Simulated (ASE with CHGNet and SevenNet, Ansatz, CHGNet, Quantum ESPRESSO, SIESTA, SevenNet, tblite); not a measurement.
# Random fluorite-type alloy of CaF2 and CdF2 (96 atoms) in machine-learned potentials

Aim: run random fluorite-type alloy of CaF2 and CdF2 (96 atoms) in machine-learned potentials and see how near its forces come to a plane-wave reference, and at what cost.

Method: the method is named at each step, in ASE with CHGNet and SevenNet.

## Step 1: Starting point

The cell holds 96 atoms: 28 Ca, 64 F and 4 Cd. Cell: a = 10.908 Å, b = 10.908 Å, c = 10.908 Å, α = 90.0°, β = 90.0°, γ = 90.0°. It derives from CaF2 (fluorite-type), repeated 2×2×2. Fluorite-type CaF2, 2 x 2 x 2 conventional cells, 4 of 32 Ca sites given to Cd at random (x = 0.125), lattice by Vegard's rule (a = 5.454 Å); every coordinate displaced by a Gaussian of 0.09 Å. Then every atom was moved at random, 0.03 Å r.m.s. a Cartesian component.

The yardstick, on the same geometry:

| Item | Value |
| --- | --- |
| method | Kohn-Sham DFT, PBE, SSSP efficiency 1.3.0 pseudopotentials, plane waves (Quantum ESPRESSO 7.5); sssp-pbe-1.3.0-efficiency, cutoffs 60/480 Ry, Γ point |
| r.m.s. force component | 0.7638 eV/Å |
| longest force | 2.835 eV/Å |
| pressure | 5.406 GPa |
| gap (highest filled to lowest empty level) | 4.5 eV |
| time | 4.1 min on 4 MPI ranks of Arm Neoverse V1, shared host |
| CPU time | 16 min |

## Step 2: CHGNet r2SCAN potential

Method: machine-learned interatomic potential CHGNet r2SCAN, trained on r2SCAN plane-wave data.

Input file run.py:

```python
import numpy as np
from ase.io import read
import mlip  # loads the published weights by name

atoms = read("structure.xyz")
atoms.calc = mlip.calc("chgnet-r2scan")
energy = atoms.get_potential_energy()
forces = atoms.get_forces()
print(f"energy {energy:.6f} eV")
print("forces (eV/A)")
for i, (a, f) in enumerate(zip(atoms, forces)):
    print(f"{i:4d} {a.symbol:2s} {f[0]:10.5f} {f[1]:10.5f} {f[2]:10.5f}")
stress = -atoms.get_stress(voigt=False) * 160.21766
print("stress (GPa, compression positive)")
for row in stress:
    print(" ".join(f"{x:10.4f}" for x in row))
```

Input file structure.xyz:

```xyz
96
Lattice="10.90780 0.00000 0.00000 0.00000 10.90780 0.00000 0.00000 0.00000 10.90780" Properties=species:S:1:pos:R:3 pbc="T T T"
Ca 10.84726 10.81737 10.84726
F 1.33642 1.35977 1.31210
F 3.99607 4.09119 4.06141
Ca 10.74135 2.62234 2.55112
F 1.55458 4.12446 4.15151
F 3.94306 1.36795 1.59657
Ca 2.71353 0.01353 2.62060
F 4.25208 1.38595 4.00654
F 1.28439 4.23594 1.46285
Ca 2.77756 2.70601 10.80428
F 3.99869 3.96379 1.32704
F 1.17946 1.22844 4.16972
Ca 0.07079 0.11453 5.41256
F 1.39467 1.35595 6.82436
F 3.94666 3.97731 9.61435
Ca 0.08421 2.58929 8.36563
F 1.21524 4.01571 9.55392
F 4.03687 1.27087 6.82981
Ca 2.75520 0.05628 8.21837
F 4.17049 1.30959 9.61664
F 1.48030 4.11944 6.76295
Ca 2.68605 2.79065 5.47375
F 4.05607 4.09457 6.81519
F 1.38464 1.26520 9.74634
Ca 10.90158 5.46481 10.89733
F 1.48368 6.84824 1.31864
F 3.99116 9.60792 4.17769
Ca 0.03741 8.12282 2.85566
F 1.32999 9.54847 3.89027
F 3.93172 6.68495 1.35039
Ca 2.67776 5.46503 2.69783
F 4.00731 6.83112 4.15958
F 1.37722 9.68864 1.29563
Ca 2.75007 8.22001 0.05498
F 4.05716 9.48586 1.28079
F 1.26105 7.07218 4.10330
Cd 0.03741 5.39794 5.39587
F 1.40929 6.77833 6.78258
F 4.09806 9.36555 9.58130
Cd 10.84159 8.08955 8.25197
F 1.42150 9.57770 9.38976
F 4.21652 6.95121 6.72433
Ca 2.66892 5.48215 8.11159
F 4.08628 6.92885 9.50146
F 1.47986 9.67620 6.71670
Ca 2.76545 8.22950 5.38245
F 4.10090 9.63671 6.90649
F 1.28363 6.66783 9.51847
Ca 5.44408 0.04025 10.89809
F 6.76589 1.33937 1.41987
F 9.47441 4.37097 4.06817
Ca 5.44790 2.64165 2.73306
F 6.75564 4.04799 4.10264
F 9.54225 1.34886 1.46077
Ca 8.10951 10.87377 2.63063
F 9.40285 1.33577 4.13471
[... 36 atom lines left out ...]
F 6.81847 9.69660 6.68288
Ca 8.18161 8.19787 5.32508
F 9.52327 9.50789 6.81738
F 6.83668 6.74658 9.57094
```

Started as:

```bash
$ OMP_NUM_THREADS=1 python run.py > output.txt
```

The program printed:

```text
CHGNet vr2scan initialized with 412,525 parameters
CHGNet will run on cpu
energy -855.236694 eV
forces (eV/A)
   0 Ca    0.48681    0.13709    0.14839
   1 F    -0.26437    0.33390    0.31752
   2 F     0.62583   -0.00848    0.19950
   3 Ca    1.20353    0.67456    0.87932
   4 F    -1.09742    0.10240   -0.11572
   5 F     0.66214    0.11510   -1.35840
   6 Ca   -0.49644   -0.24277    0.85684
   7 F    -1.01770   -0.24365    0.92753
   8 F    -0.25484   -0.48845   -0.22753
   9 Ca   -0.52537   -0.14423    1.04549
  10 F     0.43181    0.33948    0.06331
  11 F     1.14386    1.35513   -1.22044
  12 Ca   -1.17797   -1.46084    0.99456
  13 F    -0.04151    0.40069    0.41480
  14 F     0.71642    0.83241   -0.83490
  15 Ca   -0.40299    0.32153   -0.90478
  16 F     0.59951    0.14728    0.03587
  17 F     0.13428    0.67646   -0.10492
  18 Ca   -0.31183   -0.41029   -0.17472
  19 F    -0.14524   -0.07114   -0.16631
  20 F    -0.44293   -0.02998    0.34470
  21 Ca    0.29987   -0.61417   -0.36861
  22 F    -0.04200   -0.24974    0.35950
  23 F     0.12191    0.14260   -0.76253
[...]
88 F     0.32555   -0.33161   -0.40230
  89 F     0.36051   -0.19421    0.61134
  90 Ca   -0.12532   -0.45133   -0.60104
  91 F    -0.02298   -0.31274    0.06285
  92 F     0.10239   -0.87461    0.81507
  93 Ca    0.00530   -0.17127    0.78090
  94 F     0.19001   -0.03330    0.41027
  95 F    -0.08788    0.32928   -0.09514
stress (GPa, compression positive)
    1.7473     0.4984    -0.2295
    0.4984     1.7780    -0.5116
   -0.2295    -0.5116     1.5935
```

Run time: 5.2 s. Hardware: 1 thread of Arm Neoverse V1, shared host; peak memory 1.4 GiB.

Banners, paths, timers and routine set-up lines are dropped from the logs unmarked, and long logs keep their key lines alone; longer cuts are marked.

Compared with the plane-wave run:

```yaml
r_m_s_force_component: 0.5584 eV/Å
r_m_s_difference_of_force_components: 212.5 meV/Å
longest_difference_of_force_vectors: 882.2 meV/Å
force_difference_over_r_m_s_force: 27.82 %
slope_of_forces_against_the_reference_s: 0.7285
correlation_of_force_components: 0.9965
pressure: 1.706 GPa
pressure_difference: -3.7 GPa
```

Length of the force difference by element (eV/Å):

| element | atoms | mean | most |
| --- | --- | --- | --- |
| Ca | 28 | 0.43 | 0.78 |
| Cd | 4 | 0.51 | 0.88 |
| F | 64 | 0.27 | 0.69 |

Local excerpt of 9 atoms (numbers count through the whole input) about Cd82, one of the 4 Cd atoms; x, y, z are measured from there.

| atom | x | y | z | distance (Å) | bonds | Fx | Fy | Fz (eV/Å) |
| --- | --- | --- | --- | --- | --- | --- | --- | --- |
| Cd82 | 0.00 | 0.00 | 0.00 | 0.00 | 8 | 0.52 | 0.11 | 0.79 |
| F96 | -1.28 | -1.36 | -1.26 | 2.26 | 4 | -0.09 | 0.33 | -0.10 |
| F92 | 1.38 | -1.33 | -1.28 | 2.31 | 4 | -0.02 | -0.31 | 0.06 |
| F89 | -1.34 | 1.53 | -1.12 | 2.32 | 4 | 0.33 | -0.33 | -0.40 |
| F81 | -1.22 | 1.34 | 1.55 | 2.38 | 4 | -0.35 | 0.01 | -0.57 |
| F87 | 1.65 | 1.18 | -1.27 | 2.39 | 4 | -1.01 | 0.81 | 0.21 |
| F83 | 1.45 | 1.44 | 1.24 | 2.39 | 4 | -0.47 | -0.15 | 0.50 |
| F78 | 1.35 | -1.30 | 1.49 | 2.39 | 4 | 0.25 | -0.13 | -0.39 |
| F74 | -1.25 | -1.38 | 1.66 | 2.50 | 4 | -1.01 | 0.65 | -1.29 |

Atoms are counted from 1 here, from 0 in the log.

Forces lie 28 % from the reference's, at 0.0049 times its CPU time (on 1 against 4 cores).

## Step 3: CHGNet 0.3.0 potential

Method: machine-learned interatomic potential CHGNet 0.3.0, trained on PBE(+U) plane-wave data.

run.py, as its differences from that of step 2:

```diff
@@ -5,3 +5,3 @@
 atoms = read("structure.xyz")
-atoms.calc = mlip.calc("chgnet-r2scan")
+atoms.calc = mlip.calc("chgnet-0.3.0")
 energy = atoms.get_potential_energy()
```

structure.xyz is that of step 2.

The program printed:

```text
CHGNet v0.3.0 initialized with 412,525 parameters
CHGNet will run on cpu
energy -557.706116 eV
forces (eV/A)
   0 Ca    0.57394    0.06890    0.17584
   1 F    -0.33697    0.45489    0.43310
   2 F     0.81752   -0.03164    0.25486
   3 Ca    1.47267    0.89259    1.07501
   4 F    -1.27474    0.01827   -0.20828
   5 F     0.80591    0.11249   -1.69287
   6 Ca   -0.63169   -0.31657    1.04187
   7 F    -1.28570   -0.29159    1.16012
   8 F    -0.29030   -0.61656   -0.28104
   9 Ca   -0.61299   -0.10617    1.28517
  10 F     0.43546    0.34819    0.13065
  11 F     1.44193    1.66947   -1.50376
  12 Ca   -1.46890   -1.80972    1.24183
  13 F    -0.06638    0.50325    0.50061
  14 F     0.81765    0.93617   -1.06789
  15 Ca   -0.48757    0.45084   -1.14213
  16 F     0.74259    0.16290    0.03399
  17 F     0.17513    0.87076   -0.13752
  18 Ca   -0.42714   -0.53726   -0.19953
  19 F    -0.16285   -0.10916   -0.17900
  20 F    -0.49902   -0.12994    0.46934
  21 Ca    0.32036   -0.72120   -0.42903
  22 F    -0.01629   -0.33091    0.42170
  23 F     0.14673    0.18411   -0.95966
[...]
88 F     0.31842   -0.32029   -0.52153
  89 F     0.33588   -0.22366    0.75982
  90 Ca   -0.10673   -0.52694   -0.76841
  91 F    -0.06110   -0.54421    0.10208
  92 F     0.08573   -1.06815    0.99463
  93 Ca    0.03061   -0.26303    0.97529
  94 F     0.17593    0.04058    0.42634
  95 F    -0.07647    0.43732   -0.34901
stress (GPa, compression positive)
    5.4753     0.6171    -0.2917
    0.6171     5.5180    -0.6018
   -0.2917    -0.6018     5.2857
```

The job ended after 5.1 s (1 thread; peak memory 1.4 GiB).

Against the reference:

```
r.m.s. force component                  : 0.6944 eV/Å
r.m.s. difference of force components   : 93.17 meV/Å
longest difference of force vectors     : 384.8 meV/Å
force difference over r.m.s. force      : 12.2 %
slope of forces against the reference's : 0.9058
correlation of force components         : 0.9964
pressure                                : 5.426 GPa
pressure difference                     : 0.0203 GPa
```

Against the first run (28 %), the force difference from the reference is 12 %, at 0.99 times the CPU time.

## Step 4: SevenNet l3i5 potential

Method: machine-learned interatomic potential SevenNet l3i5, trained on PBE(+U) plane-wave data.

run.py, as its differences from that of step 3:

```diff
@@ -5,3 +5,3 @@
 atoms = read("structure.xyz")
-atoms.calc = mlip.calc("chgnet-0.3.0")
+atoms.calc = mlip.calc("7net-l3i5")
 energy = atoms.get_potential_energy()
```

structure.xyz is that of step 3.

The program printed:

```text
energy -528.447083 eV
forces (eV/A)
   0 Ca    0.72886    0.18466    0.23880
   1 F    -0.33571    0.42360    0.48107
   2 F     0.83290   -0.03233    0.26743
   3 Ca    1.64295    0.90853    1.13127
   4 F    -1.39401    0.05758   -0.17652
   5 F     0.90767    0.08593   -1.77120
   6 Ca   -0.70791   -0.28081    1.09714
   7 F    -1.32488   -0.30620    1.19064
   8 F    -0.28162   -0.60676   -0.25623
   9 Ca   -0.68763   -0.10816    1.41215
  10 F     0.53379    0.43615    0.12392
  11 F     1.46232    1.71165   -1.49991
  12 Ca   -1.55879   -1.92579    1.29484
  13 F    -0.06529    0.52038    0.52997
  14 F     0.94186    1.04881   -1.12973
  15 Ca   -0.53397    0.48954   -1.27381
  16 F     0.80270    0.20649    0.04136
  17 F     0.19202    0.93112   -0.11702
  18 Ca   -0.43656   -0.56233   -0.24014
  19 F    -0.17582   -0.09739   -0.20309
  20 F    -0.60644   -0.11844    0.45506
  21 Ca    0.39585   -0.80472   -0.47671
  22 F    -0.02656   -0.39918    0.46604
  23 F     0.15072    0.17456   -1.05204
[...]
88 F     0.43296   -0.43863   -0.48105
  89 F     0.41047   -0.19985    0.74154
  90 Ca   -0.15287   -0.72569   -0.91388
  91 F    -0.09118   -0.44302    0.14838
  92 F     0.12243   -1.16017    1.05803
  93 Ca    0.02255   -0.20859    1.03247
  94 F     0.19778   -0.03789    0.48988
  95 F    -0.13288    0.53943   -0.15944
stress (GPa, compression positive)
    5.5080     0.6625    -0.3276
    0.6625     5.5335    -0.6661
   -0.3276    -0.6661     5.3191
```

The job ended after 12 s (1 thread; peak memory 1.7 GiB).

Numbers from this run, and their distance from the reference:

| Property | Result |
| --- | --- |
| r.m.s. force component | 0.7467 eV/Å |
| r.m.s. difference of force components | 40.1 meV/Å |
| longest difference of force vectors | 177.9 meV/Å |
| force difference over r.m.s. force | 5.25 % |
| slope of forces against the reference's | 0.9765 |
| correlation of force components | 0.9989 |
| pressure | 5.454 GPa |
| pressure difference | 0.0475 GPa |

Against the first run (28 %), the force difference from the reference is 5.3 %, at 2.5 times the CPU time.

## Step 5: Side by side

Differences are against the plane-wave reference, forces as r.m.s. over components; share is that over the reference's r.m.s. force, slope the least-squares factor from reference forces to these. Total energies of different programs have different zeros and aren't compared.

| run | Δ force, r.m.s. (meV/Å) | share (%) | slope | Δ pressure (GPa) | cores | CPU time | memory (GiB) |
| --- | --- | --- | --- | --- | --- | --- | --- |
| reference | - | - | - | - | 4 | 16 min | 4.5 |
| CHGNet r2SCAN potential | 213 | 27.8 | 0.729 | -3.70 | 1 | 4.8 s | 1.4 |
| CHGNet 0.3.0 potential | 93.2 | 12.2 | 0.906 | 0.0203 | 1 | 4.7 s | 1.4 |
| SevenNet l3i5 potential | 40.1 | 5.25 | 0.977 | 0.0475 | 1 | 12 s | 1.7 |

Times of the machine-learned potentials are mostly Python's start and the loading of weights.

CPU time is summed over cores on a shared host, where runs went side by side, so it is rough. Symmetry, cutoffs, thresholds, outputs and thread counts weren't matched or tuned between programs; memory under MPI is the largest rank's times the ranks.

## Step 6: What came out

* nearest in forces: SevenNet l3i5 potential, 5.3 %
* its CPU time: 12 s

What this shows: Machine-learned potentials differ by 5.3 % (SevenNet l3i5 potential) to 28 % (CHGNet r2SCAN potential); they were trained on other programs' data, some at another functional. The reference's pressure holds the uncorrected Pulay stress of its 60 Ry basis, so small pressure differences, and their order, may be the reference's own error. Machine-learned potentials mimic data converged in k, so the reference's own k-point error enters their differences. The host structure and its lattice constant were typed by rule, without a check against the phase diagram. The reference's pressure of 5.4 GPa belongs to a cell and atoms that aren't relaxed at this level. The electronic-structure runs sample only Γ, in a cell whose shortest periodic width is 11 Å.

[Also dropped from logs without a mark: logging warnings of Python, and SIESTA's first energy breakdown and zero terms.]

[Logs are printed without paths, hosts, clocks, repeated set-up lines and the standing remarks that a program may print on its own settings, such as how far it seeks lower states.]

[Hosts, paths, dates, database ids (printed as entryN), source tags and the programs' standing remarks are cut or masked in the printed files.]
